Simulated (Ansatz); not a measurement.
Planning a run of Ansatz 0.2.0 on WSi2N4/WSi2N4 (MoSi2N4 type multilayer). The input:

```yaml
crystal:
  lattice:
    - [2.91, 0.0, 0.0]
    - [-1.455, 2.520133925, 0.0]
    - [0.0, 0.0, 61.4]
  atoms:
    - { symbol: W, position: [0.0, 0.0, 0.417752443] }
    - { symbol: "N", position: [0.3333333333, 0.6666666667, 0.4381107492] }
    - { symbol: "N", position: [0.3333333333, 0.6666666667, 0.3973941368] }
    - { symbol: Si, position: [0.3333333333, 0.6666666667, 0.4666123779] }
    - { symbol: Si, position: [0.3333333333, 0.6666666667, 0.3688925081] }
    - { symbol: "N", position: [0.6666666667, 0.3333333333, 0.4747557003] }
    - { symbol: "N", position: [0.6666666667, 0.3333333333, 0.3607491857] }
    - { symbol: W, position: [0.0, 0.0, 0.582247557] }
    - { symbol: "N", position: [0.6666666667, 0.3333333333, 0.6026058632] }
    - { symbol: "N", position: [0.6666666667, 0.3333333333, 0.5618892508] }
    - { symbol: Si, position: [0.6666666667, 0.3333333333, 0.6311074919] }
    - { symbol: Si, position: [0.6666666667, 0.3333333333, 0.5333876221] }
    - { symbol: "N", position: [0.3333333333, 0.6666666667, 0.6392508143] }
    - { symbol: "N", position: [0.3333333333, 0.6666666667, 0.5252442997] }
  periodic: [true, true, false]
kpoints:
  mp_grid: { grid: [9, 9, 1] }
hamiltonian:
  xc: pbesol
  dispersion: d3bj
  pseudopotentials: { kind: paw, azcp: { folder: soft_1 }, xc_functional: pbe }
scf:
  occupations: { method: fermi_dirac, width: 0.02 }
relax:
  f_tol: 0.01
  max_steps: 100
  cell: {}
```

```sh
ansatz run input.yaml --threads 2 --pin off --max-ram 92160MiB --backend cuda --events-out ev --progress --plain --runs-dir out --devices 1 --max-vram 13GiB
```

**Question.** Estimate wall time and host memory on 1 × NVIDIA H100 80GB HBM3 (shared by 6 runs) with 2 threads of AMD EPYC 7R13 (Zen 3), shared host.

It took 32 s; on shared hardware allow 16 s to 64 s. Peak host memory was 1.0 GiB. The sizes that set the cost: 8653 plane waves a state, 12 irreducible k points and 76 SCF cycles.

[Paths, hosts, dates, memory and timing lines, banners, echoed tables and standing remarks are left out of the program output.]

[Logs are printed without paths, hosts, clocks, repeated set-up lines and the standing remarks that a program may print on its own settings, such as how far it seeks lower states.]

[Runs of the session that timed out or met a known fault of the program may be left out.]

[Cells called generated may have been cut or substituted from an entry of the Crystallography Open Database or the Materials Project.]

[Hosts, paths, dates, database ids (printed as entryN), source tags and the programs' standing remarks are cut or masked in the printed files.]
